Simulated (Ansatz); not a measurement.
## BeH2 (model cell, started as CdI2 type): phonons and vibrational spectra

Wanted: phonon frequencies of BeH2 (model cell, started as CdI2 type) and what follows from them.

Calculated with Ansatz 0.2.0; DFT LDA, scalar-relativistic, plane waves, PAW.

Most raw output is cut from this account.

The structure was built from a prototype and need not be the compound's stable phase.

**1. The starting structure**

The structure is trigonal, space group P-3m1 (No. 164). Conventional cell: a = 2.682 Å, b = 2.682 Å, c = 4.346 Å, α = 90.00°, β = 90.00°, γ = 120.00°. Be has 6 H at 1.89 Å nearest. Nearest to H lie 3 Be at 1.89 Å. Farther neighbours are not listed.

**2. Coarse relaxation**

A rough relaxation comes first, because large forces or stress need no tight tolerances yet.

input.yaml

```yaml
crystal:
  lattice:
    - [2.6825, 0.0, 0.0]
    - [-1.34125, 2.32311, 0.0]
    - [0.0, 0.0, 4.34565]
  atoms:
    - { symbol: Be, position: [0.0, 0.0, 0.0] }
    - { symbol: H, position: [0.333333, 0.666667, 0.25] }
    - { symbol: H, position: [0.666667, 0.333333, 0.75] }
kpoints:
  mp_grid: { grid: [9, 9, 6] }
hamiltonian:
  xc: lda
scf:
  occupations: { method: gaussian, width: 0.1 }
output:
  forces: true
  stress: true
  eigenvalues: true
relax:
  adjacent_minimum: "off"
  f_tol: 0.05
  max_steps: 80
  cell: { stress_tol: 0.5 }
```

Command:

```
ansatz run input.yaml --threads 8 --pin off --max-ram 14336MiB --backend cpu --events-out ev --progress --plain --runs-dir out
```

Wall time 1.6 s (8 threads of Arm Neoverse V1, shared host); peak memory 0.28 GiB; 8 s of CPU time.

Relaxation path:

```csv
step,energy less that of the first step (eV),largest force component (eV/Å),pressure (GPa),volume (Å³)
1,0.0000,1.2782,-21.50,27.08
2,-0.6762,0.5275,-15.41,23.71
3,-0.9448,0.1132,-8.35,21.13
4,-1.0307,0.0407,0.05,18.73
5,-1.0331,0.0063,-0.28,18.43
6,-1.0352,0.0103,0.01,17.73
7*,-1.0317,0.0086,-0.13,17.73
```

Relaxation steps marked * repeat the geometry before them on a plane-wave basis chosen anew for their cell, so energy and pressure can jump there.

Forces are held to the 12 operations that the run works with; a distortion that breaks them can't arise in this run.

```csv
cell as run,before,after,change
a (Å),2.683,2.290,-14.6 %
b (Å),2.682,2.290,-14.6 %
c (Å),4.346,3.904,-10.2 %
volume (Å³/atom),9.03,5.91,-34.5 %
```

The atoms that moved most (Å, as changes of fractional coordinates times the final cell):

```csv
atom,dx,dy,dz,length
H3,0.000,0.000,0.096,0.096
H2,0.000,0.000,-0.096,0.096
```

The relaxed structure:

```cif
data_structure
_symmetry_space_group_name_H-M 'P 1'
_symmetry_Int_Tables_number 1
_cell_length_a 2.2899
_cell_length_b 2.2899
_cell_length_c 3.9036
_cell_angle_alpha 90.000
_cell_angle_beta 90.000
_cell_angle_gamma 120.000
_cell_volume 17.73
loop_
_atom_site_label
_atom_site_type_symbol
_atom_site_fract_x
_atom_site_fract_y
_atom_site_fract_z
_atom_site_occupancy
Be1 Be 0.00000 0.00000 0.00000 1
H2 H 0.33333 0.66667 0.22544 1
H3 H 0.66667 0.33333 0.77456 1
```

Numbers from this step:

| Property | Result |
| --- | --- |
| pressure | -0.1279 GPa |
| gap on the k-mesh | 3.529 eV |
| volume per atom | 5.909 Å³ |
| direct gap on mesh | 3.803 eV |

In this step the volume went from 9.03 to 5.91 Å³/atom.

**3. Bringing the structure to rest**

The cell and atoms are relaxed, since residual forces and stress would shift the frequencies.

input.yaml

```yaml
crystal:
  lattice:
    - [2.2899415053, 0.0, 0.0]
    - [-1.1449707526, 1.9831475168, 0.0]
    - [0.0, 0.0, 3.9036183934]
  atoms:
    - { symbol: Be, position: [0.0, 0.0, 0.0] }
    - { symbol: H, position: [0.3333333333, 0.6666666667, 0.2254365468] }
    - { symbol: H, position: [0.6666666667, 0.3333333333, 0.7745634532] }
kpoints:
  mp_grid: { grid: [12, 12, 6] }
hamiltonian:
  xc: lda
scf:
  occupations: { method: gaussian, width: 0.02 }
output:
  forces: true
  stress: true
  eigenvalues: true
  write_density: true
  write_potential: true
  elf: true
  volumetric_format: npy
relax:
  adjacent_minimum: "off"
  f_tol: 0.005
  max_steps: 80
  cell: { stress_tol: 0.05 }
```

It took 1 s on 8 threads; peak memory 0.29 GiB.

Step by step:

```csv
step,energy less that of the first step (eV),largest force component (eV/Å),pressure (GPa),volume (Å³)
1,0.0000,0.0077,-0.12,17.73
2,0.0000,0.0022,-0.05,17.76
3,0.0000,0.0005,0.00,17.77
4*,0.0000,0.0005,0.00,17.77
```

Relaxation steps marked * repeat the geometry before them on a plane-wave basis chosen anew for their cell, so energy and pressure can jump there.

Forces are held to the 12 operations that the run works with; a distortion that breaks them can't arise in this run.

```csv
"conventional cell, symmetrised",before,after,change
a (Å),2.290,2.289,-0.1 %
b (Å),2.290,2.289,-0.1 %
c (Å),3.904,3.917,+0.3 %
volume (Å³/atom),5.91,5.92,+0.2 %
```

The relaxed structure:

```
Be H
1.0
     2.28868    0.00000    0.00000
    -1.14434    1.98205    0.00000
     0.00000    0.00000    3.91698
Be H
1 2
Direct
  0.00000 0.00000 0.00000
  0.33333 0.66667 0.22453
  0.66667 0.33333 0.77547
```

Numbers from this step:

* pressure: -5.77e-4 GPa
* gap on the k-mesh: 3.585 eV
* volume per atom: 5.923 Å³
* direct gap on mesh: 3.956 eV

ELF in the ac plane at fractional y = 0.000, with atoms of Be within 0.2 Å of it. It is the smooth field of the valence electrons, not physical close to the nuclei.

Ten even steps from '0' (0.00) to '9' (0.87):
```
000245554200
001467776410
113578987531
224689998642
223689998632
223478987432
112356765321
001122322110
000000000000
000000000000
000000000000
001122322110
112356765321
223478987432
223689998632
224689998642
113578987531
001467776410
000245554200
000134443100
```
Columns run along a (2.3 Å), rows up along c (3.9 Å). Atoms in or near the plane, at fractional coordinates: Be at (0.00, 0.00).

Electrostatic potential energy in the ac plane at fractional y = 0.000, with atoms of Be within 0.2 Å of it. With pseudopotentials it is smooth inside the atoms' cores, unlike the true potential.

Values in eV, 20 rows by 12 columns:
```
-43 -43 -33 -18  -4   0   1   0  -4 -18 -33 -43
-36 -32 -23 -10  -2   1   2   1  -2 -10 -23 -32
-19 -17  -9  -3   0   2   2   1   0  -3  -9 -17
 -4  -3  -1   1   2   2   2   2   2   1  -1  -3
  1   2   2   3   4   3   3   3   3   3   2   2
  4   4   5   5   5   5   5   5   5   5   5   4
  6   6   6   6   6   6   6   6   6   6   6   6
  7   7   7   7   7   7   7   7   7   7   7   7
  7   7   7   7   7   7   7   7   7   7   7   7
  7   7   7   7   7   7   7   7   7   7   7   7
  7   7   7   7   7   7   7   7   7   7   7   7
  7   7   7   7   7   7   7   7   7   7   7   7
  6   6   6   6   6   6   6   6   6   6   6   6
  4   4   5   5   5   5   5   5   5   5   5   4
  1   2   2   3   3   3   3   3   4   3   2   2
 -4  -3  -1   1   2   2   2   2   2   1  -1  -3
-19 -17  -9  -3   0   1   2   2   0  -3  -9 -17
-36 -32 -23 -10  -2   1   2   1  -2 -10 -23 -32
-43 -43 -33 -18  -4   0   1   0  -4 -18 -33 -43
-43 -43 -36 -21  -6   0   1   0  -6 -21 -36 -43
```
Columns run along a (2.3 Å; values clipped at the 3rd and 97th percentile), rows up along c (3.9 Å). Atoms in or near the plane, at fractional coordinates: Be at (0.00, 0.00).

Valence density in the ac plane at fractional y = 0.000, with atoms of Be within 0.2 Å of it. It is the smooth field of the valence electrons, not physical close to the nuclei.

Ten even steps from '0' (0.03 e/Å³) to '9' (0.34 e/Å³):
```
125788888752
446789998764
556789998765
455689997655
334567876543
222345554322
111223332211
000111111100
000000000000
000000000000
000000000000
000111111100
111223332211
222345554322
334567876543
455679998655
556789998765
446789998764
125788888752
014678887641
```
Columns run along a (2.3 Å), rows up along c (3.9 Å). Atoms in or near the plane, at fractional coordinates: Be at (0.00, 0.00).

In this step the volume went from 5.91 to 5.92 Å³/atom.

**4. Relaxing to small forces for the phonons**

Phonons need a cell at rest on their own settings, so the relaxation is repeated with tight tolerances on forces and stress, using the mesh and the filling of the phonon run that follows.

input.yaml

```yaml
crystal:
  lattice:
    - [2.2886762277, 0.0, 0.0]
    - [-1.1443381138, 1.9820517542, 0.0]
    - [0.0, 0.0, 3.9169799331]
  atoms:
    - { symbol: Be, position: [0.0, 0.0, 0.0] }
    - { symbol: H, position: [0.3333333333, 0.6666666667, 0.224529252] }
    - { symbol: H, position: [0.6666666667, 0.3333333333, 0.775470748] }
kpoints:
  mp_grid: { grid: [12, 12, 8] }
hamiltonian:
  xc: lda
scf:
  occupations: { method: fixed }
output:
  forces: true
  stress: true
  eigenvalues: true
relax:
  adjacent_minimum: "off"
  f_tol: 0.001
  max_steps: 60
  cell: { stress_tol: 0.01 }
```

Elapsed: 0.62 s, on 8 threads; peak memory 0.28 GiB.

Little changed from the start: no atom moved by 0.005 Å and no cell edge by 0.1 %.

Numbers from this step:

```
pressure           : -8.08e-4 GPa
gap on the k-mesh  : 3.592 eV
direct gap on mesh : 3.895 eV
```

The largest force component left is 0.51 meV/Å and the pressure is -0.001 GPa, within the tolerances set. The cell now holds 5.92 Å³/atom.

**5. Zone-centre response**

The zone centre comes first: it holds the modes that light can see, as far as symmetry allows. The response to a homogeneous field gives the Born charges and the dielectric tensor.

input.yaml, as its differences from that of step 4:

```diff
@@ -16,9 +16,6 @@
 output:
-  forces: true
-  stress: true
   eigenvalues: true
-relax:
-  adjacent_minimum: "off"
-  f_tol: 0.001
-  max_steps: 60
-  cell: { stress_tol: 0.01 }
+phonons:
+  method: dfpt
+  dielectric: true
+  rigid_motions: translations
```

Wall time 7.3 s (8 threads); peak memory 0.48 GiB.

This step gave:

```yaml
sum_rule_residual_before_enforcement: 2.67e-4 eV/Å²
miss_of_the_charge_sum_rule: 2.16e-4 e
estimated_error_of_the_dielectric_tensor: 0.02172
estimated_error_of_the_born_charges: 0.008751 e
point_group: -3m
highest_optical_mode_at_the_zone_centre_no_lo_to_term: 1383 cm⁻¹
lowest_optical_zone_centre_mode: 765.1 cm⁻¹
mean_high_frequency_dielectric_constant: 5.883
largest_born_charge_third_of_the_trace: 1.679 e
mean_static_dielectric_constant: 15.44
top_of_the_zone_centre_spectrum_with_the_field: 1383 cm⁻¹
```

Without the LO-TO term. Patterns of degenerate modes are one choice out of their space. The modes at Γ (shares of kinetic energy by element, %):

```csv
mode,frequency (cm⁻¹),symmetry,Be %,H %
1,0.0,acoustic,82,18
2,0.0,acoustic,82,18
3,0.0,acoustic,82,18
4,765.1,Eu,18,82
5,765.1,Eu,18,82
6,1306.7,Eg,0,100
7,1306.7,Eg,0,100
8,1311.1,A2u,18,82
9,1382.7,A1g,0,100
```

Displacements in mode 5 (765.1 cm⁻¹), the largest set to 1:
```
Be1  0.00 -0.22  0.00
H2   0.00  1.00  0.00
H3   0.00  1.00  0.00
```

Displacements in mode 7 (1306.7 cm⁻¹), the largest set to 1:
```
Be1  0.00  0.00  0.00
H2   0.25 -1.00  0.00
H3  -0.25  1.00  0.00
```

Optical modes at the zone centre, without and with the macroscopic field of the longitudinal modes; each column is sorted by frequency, so a row need not hold one and the same mode. Modes with and without the field, by row:

```csv
rank among optical modes,no field (cm⁻¹),"q along (1, 0, 0) (cm⁻¹)","q along (0, 0, 1) (cm⁻¹)"
1,765.1,765.1,765.1
2,765.1,1307,765.1
3,1307,1307,1307
4,1307,1311,1307
5,1311,1335,1370
6,1383,1383,1383
```

Born charge (rows field, columns displacement) (e), principal values of the symmetric part by kind of site:

```csv
atom,atoms with these values,low,middle,high,mean
Be1,1,0.60,2.22,2.22,1.68
H2,2,-1.11,-1.11,-0.30,-0.84
```

In full for Be1:

```
2.22 0.00 0.00
0.00 2.22 0.00
0.00 0.00 0.60
```

High-frequency dielectric tensor:

```
6.92 0.00 0.00
0.00 6.92 0.00
0.00 0.00 3.81
```

Static dielectric tensor (ions relaxed, fixed cell):

```
21.07  0.00  0.00
 0.00 21.07  0.00
 0.00  0.00  4.16
```

Transverse modes. Infrared lines, with heights relative to the strongest:

```csv
position (cm⁻¹),label,relative intensity
765,Eu,100
1307,Eg,0.0
1311,A2u,3.6
1383,A1g,0.0
```

Before it was imposed, the acoustic sum rule was missed by 2.7e-4 eV/Å² and the charge sum rule by 2.2e-4 e. Small misses are needed for a sound result but don't prove that mesh and cutoff are converged. The lowest optical mode is real, 765 cm⁻¹.

**6. Response at finite wavevector**

Stability and thermal properties need the whole zone. Linear response on a 6×6×4 q mesh gives force constants as far as a supercell of that size would, and the tensors from the zone-centre run are typed in so that the long-range dipole term is interpolated apart.

input.yaml, the sections that differ from step 5:

```yaml
phonons:
  method: dfpt
  qmesh: [6, 6, 4]
  temperatures: { t_max: 1000, t_step: 50 }
  qpath:
    path:
      - [[0.0, 0.0, 0.0], [0.5, 0.0, 0.0], [0.33333333, 0.33333333, 0.0], [0.0, 0.0, 0.0], [0.0, 0.0, 0.5], [0.5, 0.0, 0.5], [0.33333333, 0.33333333, 0.5], [0.0, 0.0, 0.5]]
      - [[0.5, 0.0, 0.5], [0.5, 0.0, 0.0]]
      - [[0.33333333, 0.33333333, 0.5], [0.33333333, 0.33333333, 0.0]]
    npoints: 10
  non_analytic_term:
    high_frequency_dielectric_tensor: [[6.9177, 0.0, 0.0], [0.0, 6.9177, 0.0], [0.0, 0.0, 3.8136]]
    born_effective_charges:
      - { species: Be, tensor: [[2.2202, 0.0, 0.0], [0.0, 2.2202, 0.0], [0.0, 0.0, 0.5981]] }
      - { species: H, tensor: [[-1.1101, 0.0, 0.0], [0.0, -1.1101, 0.0], [0.0, 0.0, -0.299]] }
      - { species: H, tensor: [[-1.1101, 0.0, 0.0], [0.0, -1.1101, 0.0], [0.0, 0.0, -0.299]] }
    source: "zone-centre run at this cell"
# crystal, kpoints, hamiltonian, scf, output: as in step 5
```

The job ended after 77 s (8 threads; peak memory 0.56 GiB).

This step gave:

```yaml
sum_rule_residual_before_enforcement: 1.52e-5 eV/Å²
lowest_frequency_on_the_path: 0 cm⁻¹
highest_frequency_on_the_path_or_at_a_solved_wavevector: 1453 cm⁻¹
mean_frequency: 951.6 cm⁻¹
debye_temperature_second_moment: 1932 K
logarithmic_mean_frequency: 812.5 cm⁻¹
lowest_mode_on_the_q_mesh_acoustic_modes_at_gamma_apart: 48.19 cm⁻¹
zero_point_energy_per_atom: 177.0 meV
heat_capacity_at_300_k: 7.863 J/(mol atoms K)
vibrational_entropy_at_300_k: 5.419 J/(mol atoms K)
edges_of_the_widest_gap_between_branches_on_path_and_mesh: 706.4, 765.1 cm⁻¹
```

Frequencies (cm⁻¹) solved at each irreducible wavevector; negative means imaginary. Frequencies by wavevector, by row:

```csv
q in reciprocal lattice units,star,mode 1,mode 2,mode 3,mode 4,mode 5,mode 6,mode 7,mode 8,mode 9
0 0 0,1,0,0,0,765.1,765.1,1307,1307,1311,1383
0 0 0.25,2,48.2,48.2,112.5,777,777,1303,1303,1373,1380
0 0 -0.5,1,67.7,67.7,155.5,788.3,788.3,1300,1300,1375,1378
0 0.1667 0,6,123.3,203.9,363.8,884,1167,1262,1318,1355,1372
0 0.1667 0.25,6,158.7,208.9,351.6,873.8,1169,1259,1273,1342,1368
0 0.1667 -0.5,6,188.2,206.9,345.2,885.2,1169,1231,1255,1350,1368
0 0.1667 -0.25,6,162.1,201.8,355.4,894.9,1164,1258,1279,1352,1371
0 0.3333 0,6,272.7,301.8,617.3,1031,1101,1198,1274,1349,1403
0 0.3333 0.25,6,287.6,302.9,607.2,1026,1093,1195,1282,1350,1399
0 0.3333 -0.5,6,298,299,605.9,1030,1105,1188,1274,1360,1394
0 0.3333 -0.25,6,284.6,297.9,615,1036,1114,1191,1266,1358,1398
0 -0.5 0,3,318.3,352,706.4,1063,1139,1190,1214,1356,1422
0 -0.5 0.25,6,323.9,349.9,702.3,1066,1150,1184,1210,1361,1422
0 -0.5 -0.5,3,328.9,347.8,698.3,1069,1162,1177,1204,1366,1422
0.1667 0.1667 0,6,228.8,346.2,551.4,992.2,1075,1242,1308,1333,1392
0.1667 0.1667 0.25,12,243.8,352.4,540,992.1,1073,1236,1316,1336,1384
0.1667 0.1667 -0.5,6,256.1,360.1,530.1,990.9,1072,1230,1329,1330,1377
0.1667 0.3333 0,12,308.8,454.2,663.2,1081,1106,1200,1272,1334,1431
0.1667 0.3333 0.25,12,314.7,456.8,657.6,1079,1110,1194,1282,1338,1430
0.1667 0.3333 -0.5,12,319.4,457.8,655.2,1081,1112,1191,1285,1346,1429
0.1667 0.3333 -0.25,12,314.1,455.1,660.5,1083,1109,1196,1275,1342,1429
0.3333 0.3333 0,2,329.6,596.6,596.6,1140,1140,1144,1301,1301,1453
0.3333 0.3333 0.25,4,332.2,596.3,596.3,1139,1139,1144,1310,1310,1452
0.3333 0.3333 -0.5,2,334.6,595.9,595.9,1138,1138,1144,1318,1318,1451
```

Interpolated from a 6×6×4 q mesh, with the LO-TO term (at Γ the limit along the path; where Γ stands inside the path, tables give the limit on arrival). Phonon branches along the path, in cm⁻¹:

```csv
point,branch 1,branch 2,branch 3,branch 4,branch 5,branch 6,branch 7,branch 8,branch 9
Γ,0,0,0,765,1307,1307,1311,1335,1383
halfway,210,257,506,968,1110,1227,1300,1353,1383
M,318,352,706,1063,1139,1190,1214,1356,1422
halfway,321,464,676,1096,1120,1191,1261,1335,1435
K,330,597,597,1140,1140,1144,1301,1301,1453
halfway,229,346,551,992,1075,1242,1308,1333,1392
Γ,0,0,0,765,1307,1307,1311,1335,1383
halfway,48,48,112,777,777,1303,1303,1373,1380
A,68,68,156,788,788,1300,1300,1375,1378
halfway,251,258,486,961,1110,1220,1304,1353,1366
L,329,348,698,1069,1162,1177,1204,1366,1422
halfway,331,466,669,1097,1125,1188,1273,1347,1436
H,335,596,596,1138,1138,1144,1318,1318,1451
halfway,256,360,530,991,1072,1230,1329,1330,1377
A,68,68,156,788,788,1300,1300,1375,1378
jump to L,329,348,698,1069,1162,1177,1204,1366,1422
halfway,324,350,702,1066,1150,1184,1210,1361,1422
M,318,352,706,1063,1139,1190,1214,1356,1422
jump to H,335,596,596,1138,1138,1144,1318,1318,1451
halfway,332,596,596,1139,1139,1144,1310,1310,1452
K,330,597,597,1140,1140,1144,1301,1301,1453
```

[end of part 1 of 2]

[Logs are printed without paths, hosts, clocks, repeated set-up lines and the standing remarks that a program may print on its own settings, such as how far it seeks lower states.]

[Hosts, paths, dates, database ids (printed as entryN), source tags and the programs' standing remarks are cut or masked in the printed files.]
